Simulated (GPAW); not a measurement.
# Magnetic state of Zn7CoO8 (ZnO32 Co2 d4p57) from several starts, part 2 of 2

Aim: find out whether Zn7CoO8 (ZnO32 Co2 d4p57) carries moments, and which collinear order costs least.

GPAW 26.7.0; PBE; plane waves with GPAW's PAW setups, scalar-relativistic.

So far. Step 2 (Run 1 (ferro ++)): After 31 cycles the largest moment stands at 2.45 μB.

## 3. Order 2, typed as antiferro +-

An opposed order shows whether the pairs that it reverses prefer unlike signs.

Contents of order2.py:

```python
import json
import numpy as np
from ase import Atoms
from ase.parallel import paropen, parprint
from gpaw import GPAW

atoms = Atoms(['Co', 'O', 'Zn', 'O', 'Zn', 'O', 'Zn', 'O', 'Zn', 'O', 'Zn', 'O', 'Zn', 'O', 'Zn', 'O', 'Zn', 'O', 'Co', 'O', 'Zn', 'O', 'Zn', 'O', 'Zn', 'O', 'Zn', 'O', 'Zn', 'O', 'Zn', 'O'],
    cell=[[6.5, 0.0, 0.0],
         [-3.25, 5.629165, 0.0],
         [0.0, 0.0, 10.414]],
    scaled_positions=[[0.0, 0.0, 0.0],
         [0.166667, 0.333333, 0.059],
         [0.166667, 0.333333, 0.25],
         [0.0, 0.0, 0.309],
         [0.0, 0.0, 0.5],
         [0.166667, 0.333333, 0.559],
         [0.166667, 0.333333, 0.75],
         [0.0, 0.0, 0.809],
         [0.0, 0.5, 0.0],
         [0.166667, 0.833333, 0.059],
         [0.166667, 0.833333, 0.25],
         [0.0, 0.5, 0.309],
         [0.0, 0.5, 0.5],
         [0.166667, 0.833333, 0.559],
         [0.166667, 0.833333, 0.75],
         [0.0, 0.5, 0.809],
         [0.5, 0.0, 0.0],
         [0.666667, 0.333333, 0.059],
         [0.666667, 0.333333, 0.25],
         [0.5, 0.0, 0.309],
         [0.5, 0.0, 0.5],
         [0.666667, 0.333333, 0.559],
         [0.666667, 0.333333, 0.75],
         [0.5, 0.0, 0.809],
         [0.5, 0.5, 0.0],
         [0.666667, 0.833333, 0.059],
         [0.666667, 0.833333, 0.25],
         [0.5, 0.5, 0.309],
         [0.5, 0.5, 0.5],
         [0.666667, 0.833333, 0.559],
         [0.666667, 0.833333, 0.75],
         [0.5, 0.5, 0.809]],
    pbc=True,
    magmoms=[3.0, 0.0, 0.0, 0.0, 0.0, 0.0, 0.0, 0.0, 0.0, 0.0, 0.0, 0.0, 0.0, 0.0, 0.0, 0.0, 0.0, 0.0, -3.0, 0.0, 0.0, 0.0, 0.0, 0.0, 0.0, 0.0, 0.0, 0.0, 0.0, 0.0, 0.0, 0.0])
atoms.calc = GPAW(mode={'name': 'pw', 'ecut': 600},
    xc='PBE',
    kpts={'size': (5, 5, 3), 'gamma': True},
    occupations={'name': 'fermi-dirac', 'width': 0.05},
    convergence={'density': 1e-05, 'energy': 1e-05},
    maxiter=200,
    mixer={'name': 'pulay', 'beta': 0.05, 'nmaxold': 6, 'weight': 50},
    symmetry={'tolerance': 1e-4},
    txt='order2.txt')
e = atoms.get_potential_energy(force_consistent=True)
res = {'free_energy': e, 'energy_sigma0': atoms.get_potential_energy(), 'fermi_energy': atoms.calc.get_fermi_level()}
res['moments'] = atoms.get_magnetic_moments().tolist()
res['total'] = atoms.get_magnetic_moment()
parprint('site moments (muB):', np.round(res['moments'], 3))
parprint(f"total moment: {res['total']:.3f} muB")
parprint(f'free energy: {e:.6f} eV')
atoms.calc.write('order2.gpw')
with paropen('results.json', 'w') as f:
    json.dump(res, f)
```

Launch:

```console
$ OMP_NUM_THREADS=1 mpirun -n 8 gpaw python order2.py > order2.log
```

What it wrote:

```text
site moments (muB): [ 2.448e+00  5.800e-02 -5.000e-03  1.000e-03  0.000e+00 -0.000e+00
  3.000e-03  5.100e-02  5.000e-03  5.800e-02 -5.000e-03 -5.600e-02
 -2.000e-03 -0.000e+00  3.000e-03 -2.000e-03  5.000e-03 -5.200e-02
 -2.447e+00 -5.600e-02 -2.000e-03 -0.000e+00 -0.000e+00 -2.000e-03
  5.000e-03  5.800e-02 -5.000e-03 -5.600e-02 -2.000e-03 -0.000e+00
  3.000e-03 -2.000e-03]
total moment: 0.002 muB
free energy: -157.284175 eV

--- order2.txt ---
Input parameters:
  mode=PW(ecut=600),
  convergence={'density': 1e-05, 'energy': 1e-05},
  kpts=MonkhorstPack(size=(5, 5, 3), gamma=True),
  maxiter=200,
  mixer=Pulay(name='pulay', nmaxold=6, beta=0.05, weight=50, sigma=0.015, g_ss=None),
  occupations=Occupations(name='fermi-dirac', width=0.05),
  symmetry=Symmetry(tolerance=0.0001),
  xc=XC(name='PBE')

Diagonalizing LCAO Hamiltonian
Converting LCAO to pw mode

          Zn      Zn
         O       O
           OZn     OZn
          O       O
            O       O
         Zn      Zn
           Zn      Zn
         OZn     OZn
            Zn      Co
          OO      OO

         Zn O    Zn O
           Co      Zn

Atoms  # Å, Bohr magnetons
|    | symbol |         x |        y |        z |    initial magnetic moments |
|----|--------|-----------|----------|----------|-----------------------------|
|  0 |     Co |  0.000000 | 0.000000 | 0.000000 | ( 0.0000,  0.0000,  3.0000) |
|  1 |      O |  0.000003 | 1.876386 | 0.614426 | ( 0.0000,  0.0000,  0.0000) |
|  2 |     Zn |  0.000003 | 1.876386 | 2.603500 | ( 0.0000,  0.0000,  0.0000) |
|  3 |      O |  0.000000 | 0.000000 | 3.217926 | ( 0.0000,  0.0000,  0.0000) |
|  4 |     Zn |  0.000000 | 0.000000 | 5.207000 | ( 0.0000,  0.0000,  0.0000) |
|  5 |      O |  0.000003 | 1.876386 | 5.821426 | ( 0.0000,  0.0000,  0.0000) |
|  6 |     Zn |  0.000003 | 1.876386 | 7.810500 | ( 0.0000,  0.0000,  0.0000) |
|  7 |      O |  0.000000 | 0.000000 | 8.424926 | ( 0.0000,  0.0000,  0.0000) |
|  8 |     Zn | -1.625000 | 2.814583 | 0.000000 | ( 0.0000,  0.0000,  0.0000) |
|  9 |      O | -1.624997 | 4.690969 | 0.614426 | ( 0.0000,  0.0000,  0.0000) |
| 10 |     Zn | -1.624997 | 4.690969 | 2.603500 | ( 0.0000,  0.0000,  0.0000) |
| 11 |      O | -1.625000 | 2.814583 | 3.217926 | ( 0.0000,  0.0000,  0.0000) |
| 12 |     Zn | -1.625000 | 2.814583 | 5.207000 | ( 0.0000,  0.0000,  0.0000) |
| 13 |      O | -1.624997 | 4.690969 | 5.821426 | ( 0.0000,  0.0000,  0.0000) |
| 14 |     Zn | -1.624997 | 4.690969 | 7.810500 | ( 0.0000,  0.0000,  0.0000) |
| 15 |      O | -1.625000 | 2.814583 | 8.424926 | ( 0.0000,  0.0000,  0.0000) |
| 16 |     Zn |  3.250000 | 0.000000 | 0.000000 | ( 0.0000,  0.0000,  0.0000) |
| 17 |      O |  3.250003 | 1.876386 | 0.614426 | ( 0.0000,  0.0000,  0.0000) |
| 18 |     Co |  3.250003 | 1.876386 | 2.603500 | ( 0.0000,  0.0000, -3.0000) |
| 19 |      O |  3.250000 | 0.000000 | 3.217926 | ( 0.0000,  0.0000,  0.0000) |
| 20 |     Zn |  3.250000 | 0.000000 | 5.207000 | ( 0.0000,  0.0000,  0.0000) |
| 21 |      O |  3.250003 | 1.876386 | 5.821426 | ( 0.0000,  0.0000,  0.0000) |
| 22 |     Zn |  3.250003 | 1.876386 | 7.810500 | ( 0.0000,  0.0000,  0.0000) |
| 23 |      O |  3.250000 | 0.000000 | 8.424926 | ( 0.0000,  0.0000,  0.0000) |
| 24 |     Zn |  1.625000 | 2.814583 | 0.000000 | ( 0.0000,  0.0000,  0.0000) |
| 25 |      O |  1.625003 | 4.690969 | 0.614426 | ( 0.0000,  0.0000,  0.0000) |
| 26 |     Zn |  1.625003 | 4.690969 | 2.603500 | ( 0.0000,  0.0000,  0.0000) |
| 27 |      O |  1.625000 | 2.814583 | 3.217926 | ( 0.0000,  0.0000,  0.0000) |
| 28 |     Zn |  1.625000 | 2.814583 | 5.207000 | ( 0.0000,  0.0000,  0.0000) |
| 29 |      O |  1.625003 | 4.690969 | 5.821426 | ( 0.0000,  0.0000,  0.0000) |
| 30 |     Zn |  1.625003 | 4.690969 | 7.810500 | ( 0.0000,  0.0000,  0.0000) |
| 31 |      O |  1.625000 | 2.814583 | 8.424926 | ( 0.0000,  0.0000,  0.0000) |

Unit cell  # Å
| periodic |         x |        y |         z |   lengths |     angles |
|----------|-----------|----------|-----------|-----------|------------|
|      yes |  6.500000 | 0.000000 |  0.000000 |  6.500000 |  90.000000 |
|      yes | -3.250000 | 5.629165 |  0.000000 |  6.500000 |  90.000000 |
|      yes |  0.000000 | 0.000000 | 10.414000 | 10.414000 | 120.000001 |

Number of symmetries: 6

BZ-sampling:
  Number of BZ points: 75
  Number of IBZ points: 12

  Monkhorst-Pack size: [5, 5, 3]
  Monkhorst-Pack shift: [0, 0, 0]

Plane wave coefficients: 12735
Cutoff: 600.0 eV

Spin-components: 2 (collinear spins)
Bands:           174
Projectors:      176
Spin-degeneracy: 1
Datatype:        complex128

Parallelization:
  kpt:    8
  domain: 1
  band:   1

Density:
  Valence electrons: 282.0
  Components: 2
  Grid points: [40 40 60]
  Charge: 0.0  # |e|

Potential:
  Grid points: [40 40 60]

[... setups left out ...]
Reference energy: -792517.629771  # eV

eigensolver:
  PPCG
  Converge bands: occupied
  niter=2

density mixing:
  Pulay-Mixer
  Linear mixing parameters: 0.05
  Old densities: 6
  Fourier metric: weight=50, sigma=0.015

occupation numbers:
  Fermi-Dirac:
    width: 0.0500  # eV

poisson solver:
  ecut: 4800.0  # eV

xc functional:
  name: PBE with 2 nearest neighbor stencil

convergence criteria:
- Maximum integral of absolute [dens]ity change: 1e-05 electrons / valence electron
- Maximum [total energy] change in last 3 cyles: 1e-05 eV / valence electron
- Maximum integral of absolute [eigenst]ate change: 4e-08 eV^2 / valence electron
maximum number of iterations: 200

SCF iterations
|iter     |      energy | eigst |  dens |  magmom |
|---------|-------------|-------|-------|---------|
|iter:   1|       0s | -179.530919 | +0.88 |       |  +0.0000|
|iter:   2|      36s | -173.108870 | -0.12 | -0.96 |  -0.0000|
|iter:   3|      72s | -156.620472 | +0.73 | -1.00 |  +0.0005|
|iter:   4|     109s | -157.066202 | -0.11 | -1.40 |  +0.0031|
|iter:   5|     145s | -157.231111 | -1.11 | -1.44 |  +0.0009|
|iter:   6|     181s | -157.228425 | -1.21 | -1.66 |  +0.0035|
|iter:   7|     217s | -157.277626 | -1.37 | -2.00 |  +0.0012|
|iter:   8|     253s | -157.264597 | -1.78 | -2.09 |  +0.0020|
|iter:   9|     289s | -157.266246 | -1.83 | -2.24 |  +0.0028|
|iter:  10|     325s | -157.262675 | -2.81 | -2.64 |  +0.0028|
|iter:  11|     361s | -157.263366 | -3.54 | -2.71 |  +0.0025|
|iter:  12|     398s | -157.266642 | -3.61 | -2.78 |  +0.0019|
|iter:  13|     434s | -157.267985 | -3.79 | -2.92 |  +0.0020|
|iter:  14|     470s | -157.270306 | -3.98 | -3.05 |  +0.0021|
|iter:  15|     507s | -157.270457c| -4.03 | -3.14 |  +0.0019|
|iter:  16|     543s | -157.270777c| -4.08 | -3.26 |  +0.0018|
|iter:  17|     579s | -157.271103c| -4.66 | -3.32 |  +0.0018|
|iter:  18|     615s | -157.271257c| -4.69 | -3.44 |  +0.0017|
|iter:  19|     651s | -157.271238c| -5.16 | -3.94 |  +0.0018|
|iter:  20|     687s | -157.271225c| -5.51 | -4.04 |  +0.0018|
|iter:  21|     724s | -157.271249c| -5.86 | -4.08 |  +0.0018|
|iter:  22|     760s | -157.271250c| -6.07 | -4.14 |  +0.0018|
|iter:  23|     796s | -157.271258c| -6.48 | -4.23 |  +0.0018|
|iter:  24|     832s | -157.271273c| -6.38 | -4.27 |  +0.0018|
|iter:  25|     868s | -157.271274c| -6.89 | -4.41 |  +0.0018|
|iter:  26|     904s | -157.271303c| -6.19 | -4.42 |  +0.0018|
|iter:  27|     940s | -157.271317c| -6.51 | -4.78 |  +0.0018|
|iter:  28|     964s | -157.271316c| -7.45c| -5.23c|  +0.0018|

Converged in 28 steps
Energy contributions relative to reference atoms: (reference = -792517.629771)

Energy contributions:
  Kinetic:         348.591440
  Coulomb:        -303.598470
  Zero:              1.881263
  External:          0.000000
  Xc:             -204.132689
  Entropy:          -0.025719
  Spinorbit:         0.000000
  ----------------------------
  Free energy:    -157.284175
  Extrapolated:   -157.271316

dipole moment: (-76.833949, -101.854650, -98.379208)  # |e|*Ang

Total magnetic moment: (0.000000, 0.000000, 0.001830)

Local magnetic moments
|        x |        y |         z |
|----------|----------|-----------|
| 0.000000 | 0.000000 |  2.448458 |  # Co   0
| 0.000000 | 0.000000 |  0.057744 |  # O    1
| 0.000000 | 0.000000 | -0.005248 |  # Zn   2
| 0.000000 | 0.000000 |  0.001288 |  # O    3
| 0.000000 | 0.000000 |  0.000198 |  # Zn   4
| 0.000000 | 0.000000 | -0.000019 |  # O    5
| 0.000000 | 0.000000 |  0.002767 |  # Zn   6
| 0.000000 | 0.000000 |  0.050994 |  # O    7
| 0.000000 | 0.000000 |  0.004693 |  # Zn   8
| 0.000000 | 0.000000 |  0.057744 |  # O    9
| 0.000000 | 0.000000 | -0.005248 |  # Zn  10
| 0.000000 | 0.000000 | -0.055613 |  # O   11
[...]
| 0.000000 | 0.000000 |  0.004693 |  # Zn  24
| 0.000000 | 0.000000 |  0.057744 |  # O   25
| 0.000000 | 0.000000 | -0.005248 |  # Zn  26
| 0.000000 | 0.000000 | -0.055613 |  # O   27
| 0.000000 | 0.000000 | -0.002105 |  # Zn  28
| 0.000000 | 0.000000 | -0.000019 |  # O   29
| 0.000000 | 0.000000 |  0.002767 |  # Zn  30
| 0.000000 | 0.000000 | -0.002287 |  # O   31

Fermi level: 5.536
Eigenvalues  # (at kpt = [0.000, 0.000, 0.000])
| band index |      eig [eV] | occ [0-1] |      eig [eV] | occ [0-1] |
|------------|---------------|-----------|---------------|-----------|
|          0 |       -14.023 |     1.000 |       -14.024 |     1.000 |
|        ... |               |           |               |           |
|        134 |         4.108 |     1.000 |         4.098 |     1.000 |
|        135 |         4.108 |     1.000 |         4.098 |     1.000 |
|        136 |         4.283 |     1.000 |         4.282 |     1.000 |
|        137 |         4.526 |     1.000 |         4.525 |     1.000 |
|        138 |         4.526 |     1.000 |         4.525 |     1.000 |
|        139 |         4.937 |     1.000 |         4.938 |     1.000 |
|        140 |         5.302 |     0.991 |         5.304 |     0.990 |
|        141 |         5.304 |     0.990 |         5.307 |     0.990 |
|        142 |         6.766 |     0.000 |         6.765 |     0.000 |
|        143 |         6.917 |     0.000 |         6.919 |     0.000 |
|        144 |         6.919 |     0.000 |         6.922 |     0.000 |
|        145 |         7.565 |     0.000 |         7.559 |     0.000 |
|        146 |         7.644 |     0.000 |         7.647 |     0.000 |
|        147 |         9.319 |     0.000 |         9.317 |     0.000 |
|        148 |         9.802 |     0.000 |         9.799 |     0.000 |
|        149 |         9.802 |     0.000 |         9.799 |     0.000 |
|        ... |               |           |               |           |
|        173 |        14.629 |     0.000 |        14.629 |     0.000 |

No gap
No difference between direct/indirect transitions
```

Elapsed: 17 min, on 8 MPI ranks of Arm Neoverse N1, shared host; peak memory 5.1 GiB.

Spin moment in the augmentation sphere by element, in μB:

```csv
element,atoms,mean,spread (r.m.s.),least,largest
Co,2,0.00,2.45,-2.45,2.45
O,16,0.00,0.04,-0.06,0.06
Zn,14,0.00,0.00,-0.01,0.00
```

The atoms farthest from the mean of their element:

```csv
atom,"x, y, z (Å)",spin moment in the augmentation sphere (μB)
Co1,"0.00, 0.00, 0.00",2.45
Co19,"3.25, 1.88, 2.60",-2.45
O10,"-1.62, 4.69, 0.61",0.06
O2,"0.00, 1.88, 0.61",0.06
O26,"1.63, 4.69, 0.61",0.06
O28,"1.62, 2.81, 3.22",-0.06
O20,"3.25, 0.00, 3.22",-0.06
O12,"-1.62, 2.81, 3.22",-0.06
```

Read from the output:

```
magnetization : 0 μB
final state   : antiferromagnetic
```

It lies level with the first start, and its largest moment is 2.45 μB against 2.45 μB.

## 4. The states side by side

These are free energies at a smearing of 0.05 eV, so its entropy term is in the differences. They are divided by the number of seeded atoms, so that cells of unlike size compare.

Orders:

```csv
start,final state,typed order kept,energy over the lowest (meV a seeded atom),largest site moment (μB),net moment (μB a primitive cell),mesh matched,CPU time (s)
ferro ++,ferromagnetic,yes,0,2.45,6.07,yes,8941
antiferro +-,antiferromagnetic,yes,0.06355,2.448,0.00183,yes,8281
```

## 5. What came out

```json
{
 "lowest state found": "ferromagnetic (typed ferro ++)",
 "largest site moment": "2.45 μB",
 "next state": "antiferromagnetic, 0.0636 meV a seeded atom higher"
}
```

In words: The lowest state found is ferromagnetic, reached from the start ferro ++, with moments up to 2.45 μB. The two lowest states lie so close that the mesh, the functional or spin–orbit coupling could swap them. This is the lowest of 2 finished starts, no proof of the ground state.

[Logs and program files are shortened in this print: banners, set-up blocks, solver, clock and traceback lines can be left out without a mark of their own.]

[Logs are printed without paths, hosts, clocks, repeated set-up lines and the standing remarks that a program may print on its own settings, such as how far it seeks lower states.]

[Hosts, paths, dates, database ids (printed as entryN), source tags and the programs' standing remarks are cut or masked in the printed files.]

[Where a cell is said to come from a database of computed structures, the database is the Materials Project.]
